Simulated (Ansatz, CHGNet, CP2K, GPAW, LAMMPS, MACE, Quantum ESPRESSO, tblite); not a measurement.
# CP2K on amorphous Ge (61 atoms): settings against a plane-wave reference

How do the settings of CP2K change the result for amorphous Ge (61 atoms)? A plane-wave run serves as the yardstick.

Main program and level: CP2K 2026.2; the method is named at each step.

### Step 1. The starting structure

The cell holds 61 atoms: 61 Ge. Cell: a = 11.207 Å, b = 11.207 Å, c = 11.207 Å, α = 90.0°, β = 90.0°, γ = 90.0°. 61 atoms (61 Ge) placed at random at 5.23 g/cm³, melted at 3500 K for 10 ps at fixed volume with the Tersoff potential (Tersoff, Phys. Rev. B 39, 5566 (1989)). Quenched from 3500 K to 300 K at 6 K/ps and fixed volume, annealed at 1300 K for 20 ps, held 5 ps.

The yardstick, on the same geometry:

* method: Kohn-Sham DFT, PBE, SSSP efficiency 1.3.0 pseudopotentials, plane waves (Quantum ESPRESSO 7.5); sssp-pbe-1.3.0-efficiency, cutoffs 45/360 Ry, Γ point
* r.m.s. force component: 0.4425 eV/Å
* longest force: 1.405 eV/Å
* pressure: 4.59 GPa
* time: 3.1 min on 4 MPI ranks of Arm Neoverse V2, shared host
* CPU time: 12 min

### Step 2. PBE, DZVP-UZH, 350/50 Ry, diagonalisation

Method: Kohn-Sham DFT, PBE, GTH-PBE pseudopotentials, Gaussian and plane waves, DZVP-MOLOPT (UZH set), diagonalisation.

Contents of input.inp:

```
&GLOBAL
  PROJECT cell
  RUN_TYPE ENERGY_FORCE
  PRINT_LEVEL LOW
&END GLOBAL
&FORCE_EVAL
  METHOD QS
  STRESS_TENSOR ANALYTICAL
  &DFT
    BASIS_SET_FILE_NAME BASIS_MOLOPT_UZH
    POTENTIAL_FILE_NAME POTENTIAL_UZH
    &MGRID
      CUTOFF 350
      REL_CUTOFF 50
    &END MGRID
    &QS
      EPS_DEFAULT 1.0E-12
    &END QS
    &SCF
      SCF_GUESS ATOMIC
      EPS_SCF 1.0E-06
      MAX_SCF 200
      ADDED_MOS 27
      &DIAGONALIZATION
        ALGORITHM STANDARD
      &END DIAGONALIZATION
      &SMEAR ON
        METHOD FERMI_DIRAC
        ELECTRONIC_TEMPERATURE [K] 580
      &END SMEAR
      &MIXING
        METHOD BROYDEN_MIXING
        ALPHA 0.15
        NBROYDEN 8
      &END MIXING
      &PRINT
        &RESTART OFF
        &END RESTART
      &END PRINT
    &END SCF
    &XC
      &XC_FUNCTIONAL PBE
      &END XC_FUNCTIONAL
    &END XC
    &PRINT
      &MULLIKEN ON
      &END MULLIKEN
      &HIRSHFELD ON
        SHAPE_FUNCTION DENSITY
      &END HIRSHFELD
      &MO ON
        EIGENVALUES T
        OCCUPATION_NUMBERS T
        MO_INDEX_RANGE 111 134
        &EACH
          QS_SCF 0
        &END EACH
        ADD_LAST NUMERIC
      &END MO
    &END PRINT
  &END DFT
  &SUBSYS
    &CELL
      A 11.20750 0.00000 0.00000
      B 0.00000 11.20750 0.00000
      C 0.00000 0.00000 11.20750
    &END CELL
    &COORD
      Ge 1.20514 7.66559 9.10890
      Ge 0.09885 11.01731 3.94807
      Ge 5.87889 10.59916 9.05454
      Ge 2.84760 1.67507 9.96044
      Ge 9.84400 2.49457 0.06355
      Ge 6.70668 0.06993 5.61989
      Ge 10.45929 7.13559 10.56273
      Ge 1.03849 3.60254 4.73080
      Ge 4.38437 3.65992 2.46531
      Ge 4.39939 0.63434 5.20532
      Ge 10.10244 11.19282 10.79383
      Ge 4.63015 3.17217 5.19378
      Ge 9.91315 6.05676 3.27147
      Ge 7.58367 9.93702 7.45523
      Ge 2.43909 4.19967 10.23514
      Ge 8.45292 2.38339 4.24417
      Ge 10.70675 1.51525 7.54534
      Ge 8.40025 7.78507 3.98371
      Ge 1.76765 0.54300 2.35951
      Ge 5.34161 1.65064 9.73730
      Ge 9.48636 5.51319 8.86838
      Ge 5.88360 5.19994 4.05711
      Ge 6.16188 7.47731 3.07691
      Ge 3.71361 8.30308 3.18663
      Ge 0.35965 6.24504 1.26723
      Ge 2.75368 7.15599 1.24616
      Ge 2.89086 10.96430 6.85171
      Ge 2.34136 7.66414 5.07162
      Ge 10.04506 6.81842 6.90898
      Ge 1.93285 2.94645 2.52359
      Ge 3.89561 9.42484 8.36528
      Ge 6.86818 7.86408 0.71280
      Ge 7.69709 3.75339 0.83776
      Ge 1.19853 9.78426 5.64511
      Ge 2.73833 9.04434 10.65217
      Ge 3.87656 10.82846 3.12734
      Ge 7.83886 7.77778 6.37550
      Ge 4.03470 5.09011 0.59949
      Ge 2.64071 3.70173 6.51638
      Ge 7.59521 0.11264 3.33894
      Ge 0.66068 3.88979 0.65104
      Ge 5.69767 2.26492 0.86298
      Ge 1.56445 11.17220 11.18071
      Ge 7.03719 5.45581 8.69455
      Ge 6.94585 3.01829 8.46850
      Ge 11.16458 8.90951 7.48459
      Ge 6.84677 2.44929 6.10954
      Ge 5.67604 0.02578 1.70791
      Ge 9.15899 8.91859 0.52350
      Ge 8.19100 4.33103 3.04250
      Ge 0.36189 5.93460 5.04954
      Ge 6.38413 5.56856 10.99691
      Ge 5.25867 9.52660 11.20022
      Ge 3.86883 7.24105 7.06442
      Ge 5.97707 6.21512 6.54518
      Ge 1.92836 1.68594 7.76231
[... 1 atom lines left out ...]
      Ge 2.42194 5.61810 8.27192
      Ge 9.42136 9.72699 2.90667
      Ge 9.73192 10.59983 8.30902
      Ge 9.38404 3.00641 8.94986
    &END COORD
    &KIND Ge
      BASIS_SET DZVP-MOLOPT-PBE-GTH-q4
      POTENTIAL GTH-PBE-q4
    &END KIND
  &END SUBSYS
  &PRINT
    &FORCES ON
    &END FORCES
    &STRESS_TENSOR ON
    &END STRESS_TENSOR
  &END PRINT
&END FORCE_EVAL
```

The run is started by

```sh
> OMP_NUM_THREADS=2 cp2k.psmp -i input.inp > output.txt
```

Numbers of over 12 decimals in the logs are rounded to 6 here.

The log of the run:

```text
CP2K| version string:                                       CP2K version 2026.2
 CP2K| Input file name                                                 input.inp
 GLOBAL| Basis set file name                                    BASIS_MOLOPT_UZH
 GLOBAL| Potential file name                                       POTENTIAL_UZH
 GLOBAL| Run type                                                   ENERGY_FORCE
 GLOBAL| Total number of message passing processes                             1
 GLOBAL| Number of threads for this process                                    2
 TOTAL NUMBERS AND MAXIMUM NUMBERS
  Total number of            - Atomic kinds:                                   1
                             - Atoms:                                         61
                             - Shell sets:                                    61
                             - Shells:                                       305
                             - Primitive Cartesian functions:                244
                             - Cartesian basis functions:                    854
                             - Spherical basis functions:                    793
  Maximum angular momentum of the orbital basis functions:                     2
 SCF PARAMETERS         Density guess:                                    ATOMIC
                        max_scf:                                             200
                        eps_scf:                                        1.00E-06
                        added MOs                                        27    0
                        Mixing method:                            BROYDEN_MIXING
                                                charge density mixing in g-space
                        Smear method:                                FERMI_DIRAC
                        Electronic temperature [K]:                        580.0
                        Electronic temperature [a.u.]:                  1.84E-03
                        Accuracy threshold:                             1.00E-10
 Extrapolation method: initial_guess
 Number of electrons:                                                        244
 Number of occupied orbitals:                                                122
 Number of molecular orbitals:                                               149
 Number of orbital functions:                                                793
 Number of independent orbital functions:                                    793
 SCF WAVEFUNCTION OPTIMIZATION
  Step     Update method      Time    Convergence         Total energy    Change
     1 NoMix/Diag. 0.15E+00    2.4     0.44503999      -243.3513583115 -2.43E+02
     2 Broy./Diag. 0.15E+00    3.3     0.02597391      -237.6806359821  5.67E+00
     3 Broy./Diag. 0.15E+00    3.8     0.11965955      -238.0808892526 -4.00E-01
     4 Broy./Diag. 0.15E+00    3.1     0.05992821      -239.0314803730 -9.51E-01
[...]
18 Broy./Diag. 0.15E+00    3.4     0.00000207      -239.0703045948  8.90E-06
    19 Broy./Diag. 0.15E+00    3.7     0.00000070      -239.0702928681  1.17E-05
  *** SCF run converged in    19 steps ***
  Electronic density on regular grids:       -244.0000000000        0.0000000000
  Core density on regular grids:              243.9999999991       -0.0000000009
  Total charge density on r-space grids:       -0.0000000009
  Total charge density g-space grids:          -0.0000000009
  Overlap energy of the core charge distribution:               7.10206e-07
  Self energy of the core charge distribution:               -509.442073
  Core Hamiltonian energy:                                    121.151061
  Hartree energy:                                             220.700577
  Exchange-correlation energy:                                -71.473814
  Electronic entropic energy:                                  -0.00604409
  Fermi energy:                                                 0.150405
  Total energy:                                              -239.070293
  Total energy (extrapolated to T->0):                       -239.067271
 MO| EIGENVALUES AND OCCUPATION NUMBERS
 MO|
 MO|  Index      Eigenvalue [a.u.]        Eigenvalue [eV]             Occupation
 MO|    111               0.116308               3.164898               2.000000
 MO|    112               0.118886               3.235065               2.000000
 MO|    113               0.121190               3.297753               2.000000
[...]
MO|    133               0.202125               5.500100               0.000000
 MO|    134               0.203390               5.534510               0.000000
 MO| Sum:                                                             244.000000
 MO| E(Fermi):            0.150405 a.u.          4.092732 eV
 !-----------------------------------------------------------------------------!
                     Mulliken Population Analysis
 #  Atom  Element  Kind  Atomic population                           Net charge
       1     Ge       1          4.163264                             -0.163264
       2     Ge       1          3.934478                              0.065522
       3     Ge       1          3.941300                              0.058700
[...]
60     Ge       1          3.986338                              0.013662
      61     Ge       1          4.029382                             -0.029382
 # Total charge                            244.000000                  0.000000
 !-----------------------------------------------------------------------------!
 !-----------------------------------------------------------------------------!
                           Hirshfeld Charges
  #Atom  Element  Kind  Ref Charge     Population                    Net charge
      1       Ge     1       4.000          3.997                         0.003
      2       Ge     1       4.000          3.986                         0.014
      3       Ge     1       4.000          4.008                        -0.008
[...]
60       Ge     1       4.000          4.015                        -0.015
     61       Ge     1       4.000          4.000                        -0.000
  Total Charge                                                           -0.000
 !-----------------------------------------------------------------------------!
 ENERGY| Total FORCE_EVAL ( QS ) energy [hartree]           -239.070276
 FORCES| Atomic forces [hartree/bohr]
 FORCES|   Atom     x               y               z               |f|
 FORCES|      1 -6.03431153E-03  1.75251137E-03  1.03101514E-02   1.20740811E-02
 FORCES|      2 -8.11488323E-03 -1.58389608E-03 -7.37862621E-03   1.10817048E-02
 FORCES|      3  3.23768698E-03 -1.38421275E-02  8.68405584E-03   1.66583293E-02
[...]
FORCES|     60  2.06175697E-03  1.88777416E-02  1.69753763E-02   2.54712263E-02
 FORCES|     61  4.45204898E-03  1.08282984E-02 -4.23798756E-03   1.24512379E-02
 FORCES| Sum    -1.23371234E-06  1.35195710E-07  1.29489170E-08
 FORCES| Total atomic force                                       1.24116546E-06
 STRESS| Analytical stress tensor [bar]
 STRESS|                        x                   y                   z
 STRESS|      x        4.00759034034E+04  -1.13465210155E+04   9.49641434806E+03
 STRESS|      y       -1.13465210155E+04   4.53616869602E+04  -1.29269603653E+04
 STRESS|      z        9.49641434806E+03  -1.29269603653E+04   7.64343122865E+04
 STRESS| 1/3 Trace                                             5.39573008834E+04
```

Wall time 77 s (2 threads of Arm Neoverse V2, shared host); peak memory 1.6 GiB.

Banners, paths, timers and routine set-up lines are dropped from the logs unmarked, and long logs keep their key lines alone; longer cuts are marked.

Against the reference:

- r.m.s. force component: 0.4433 eV/Å
- r.m.s. difference of force components: 26.76 meV/Å
- longest difference of force vectors: 82.12 meV/Å
- force difference over r.m.s. force: 6.047 %
- slope of forces against the reference's: 1
- correlation of force components: 0.9982
- pressure: 5.396 GPa
- pressure difference: 0.806 GPa

Local excerpt of 13 atoms (numbers count through the whole input) about Ge18, picked at random; x, y, z are measured from there.

```csv
atom,x,y,z,distance (Å),bonds,Hirshfeld charge (e),Fx,Fy,Fz (eV/Å)
Ge18,0.00,0.00,0.00,0.00,4,-0.01,-0.14,1.06,0.63
Ge13,1.51,-1.73,-0.71,2.40,4,-0.01,0.57,0.01,-0.75
Ge23,-2.24,-0.31,-0.91,2.43,4,-0.01,-0.95,0.06,-0.39
Ge59,1.02,1.94,-1.08,2.44,4,-0.01,0.08,0.09,0.06
Ge37,-0.56,-0.01,2.39,2.46,4,-0.01,0.25,-0.29,-0.43
Ge29,1.64,-0.97,2.93,3.49,4,0.00,0.29,-0.27,-0.56
Ge50,-0.21,-3.45,-0.94,3.59,4,0.00,-0.60,1.08,0.57
Ge22,-2.52,-2.59,0.07,3.61,5,0.02,0.64,-0.17,-0.12
Ge32,-1.53,0.08,-3.27,3.61,4,-0.01,-0.02,-0.81,-0.14
Ge40,-0.81,3.54,-0.64,3.68,4,0.01,0.09,0.44,-0.39
Ge49,0.76,1.13,-3.46,3.72,4,0.03,0.14,0.51,0.12
Ge51,3.17,-1.85,1.07,3.82,4,0.02,-0.25,0.47,0.35
Ge55,-2.42,-1.57,2.56,3.86,4,0.00,0.45,-0.38,-0.35
```

Forces lie 6.0 % from the reference's, at 0.18 times its CPU time (on 2 against 4 cores).

### Step 3. PBE, TZVP-MOLOPT (SR for Ge), 350/50 Ry, diagonalisation

Method: Kohn-Sham DFT, PBE, GTH-PBE pseudopotentials, Gaussian and plane waves, TZVP-MOLOPT-GTH, diagonalisation.

Edit input.inp of step 2 so:

```diff
@@ -9,4 +9,5 @@
   &DFT
-    BASIS_SET_FILE_NAME BASIS_MOLOPT_UZH
-    POTENTIAL_FILE_NAME POTENTIAL_UZH
+    BASIS_SET_FILE_NAME BASIS_MOLOPT
+    BASIS_SET_FILE_NAME BASIS_MOLOPT_UCL
+    POTENTIAL_FILE_NAME GTH_POTENTIALS
     &MGRID
@@ -67,7 +68,8 @@
     &END CELL
-    &COORD
-[... 61 atom lines left out: the same atoms as in the first run ...]
-    &END COORD
+    &TOPOLOGY
+      COORD_FILE_NAME structure.xyz
+      COORD_FILE_FORMAT XYZ
+    &END TOPOLOGY
     &KIND Ge
-      BASIS_SET DZVP-MOLOPT-PBE-GTH-q4
+      BASIS_SET TZVP-MOLOPT-SR-GTH-q4
       POTENTIAL GTH-PBE-q4
```

Contents of structure.xyz:

```xyz
61

Ge 1.20514 7.66559 9.10890
Ge 0.09885 11.01731 3.94807
Ge 5.87889 10.59916 9.05454
Ge 2.84760 1.67507 9.96044
Ge 9.84400 2.49457 0.06355
Ge 6.70668 0.06993 5.61989
Ge 10.45929 7.13559 10.56273
Ge 1.03849 3.60254 4.73080
Ge 4.38437 3.65992 2.46531
Ge 4.39939 0.63434 5.20532
Ge 10.10244 11.19282 10.79383
Ge 4.63015 3.17217 5.19378
Ge 9.91315 6.05676 3.27147
Ge 7.58367 9.93702 7.45523
Ge 2.43909 4.19967 10.23514
Ge 8.45292 2.38339 4.24417
Ge 10.70675 1.51525 7.54534
Ge 8.40025 7.78507 3.98371
Ge 1.76765 0.54300 2.35951
Ge 5.34161 1.65064 9.73730
[... 37 atom lines left out ...]
Ge 2.42194 5.61810 8.27192
Ge 9.42136 9.72699 2.90667
Ge 9.73192 10.59983 8.30902
Ge 9.38404 3.00641 8.94986
```

The run is started by

```sh
> OMP_NUM_THREADS=1 mpirun -np 4 cp2k.psmp -i input.inp > output.txt
```

The log of the run:

```text
CP2K| version string:                                       CP2K version 2026.2
 CP2K| Input file name                                                 input.inp
 GLOBAL| Basis set file name                                        BASIS_MOLOPT
 GLOBAL| Potential file name                                      GTH_POTENTIALS
 GLOBAL| Run type                                                   ENERGY_FORCE
 GLOBAL| Total number of message passing processes                             4
 GLOBAL| Number of threads for this process                                    1
[... lines left out ...]
                        Smear method:                                FERMI_DIRAC
[... lines left out ...]
 Number of electrons:                                                        244
[... lines left out ...]
  Step     Update method      Time    Convergence         Total energy    Change
[... lines left out ...]
  *** SCF run converged in    17 steps ***
[... lines left out ...]
  Fermi energy:                                                 0.149130
  Total energy:                                              -239.200372
  Total energy (extrapolated to T->0):                       -239.197366
[... lines left out ...]
 MO| E(Fermi):            0.149130 a.u.          4.058041 eV
[... lines left out ...]
     61       Ge     1       4.000          4.002                        -0.002
  Total Charge                                                           -0.000
 !-----------------------------------------------------------------------------!
 ENERGY| Total FORCE_EVAL ( QS ) energy [hartree]           -239.200361
 FORCES| Atomic forces [hartree/bohr]
 FORCES|   Atom     x               y               z               |f|
 FORCES|      1 -5.76402904E-03  1.32656360E-03  9.73606303E-03   1.13918710E-02
 FORCES|      2 -8.16147612E-03 -1.08325750E-03 -7.14358079E-03   1.09001782E-02
 FORCES|      3  3.15768857E-03 -1.32606164E-02  8.40666702E-03   1.60152114E-02
[...]
FORCES|     60  2.18265803E-03  1.89608848E-02  1.71785374E-02   2.56784208E-02
 FORCES|     61  4.18104430E-03  1.05570425E-02 -3.92877390E-03   1.20153045E-02
 FORCES| Sum    -1.96614539E-06  3.07694518E-07 -1.24514994E-07
 FORCES| Total atomic force                                       1.99396780E-06
 STRESS| Analytical stress tensor [bar]
 STRESS|                        x                   y                   z
 STRESS|      x        3.91116860461E+04  -1.12538142311E+04   9.50657912837E+03
 STRESS|      y       -1.12538142311E+04   4.44393006180E+04  -1.27548110738E+04
 STRESS|      z        9.50657912837E+03  -1.27548110738E+04   7.50875799869E+04
 STRESS| 1/3 Trace                                             5.28795222170E+04
```

It took 31 s on 4 MPI ranks; peak memory 3 GiB.

Numbers from this run, and their distance from the reference:

| Item | Value |
| --- | --- |
| r.m.s. force component | 0.4424 eV/Å |
| r.m.s. difference of force components | 19.48 meV/Å |
| longest difference of force vectors | 76.95 meV/Å |
| force difference over r.m.s. force | 4.401 % |
| slope of forces against the reference's | 0.9987 |
| correlation of force components | 0.999 |
| pressure | 5.288 GPa |
| pressure difference | 0.6983 GPa |

Against the first run (6.0 %), the force difference from the reference is 4.4 %, at 0.90 times the CPU time (on 4 against 2 cores), with 1037 basis functions against 793; this set comes with other potentials too, so the change isn't the basis's alone.

(Continued in part 2 of 3.)

[Also dropped from logs without a mark: logging warnings of Python, and SIESTA's first energy breakdown and zero terms.]

[Logs are printed without paths, hosts, clocks, repeated set-up lines and the standing remarks that a program may print on its own settings, such as how far it seeks lower states.]

[Hosts, paths, dates, database ids (printed as entryN), source tags and the programs' standing remarks are cut or masked in the printed files.]
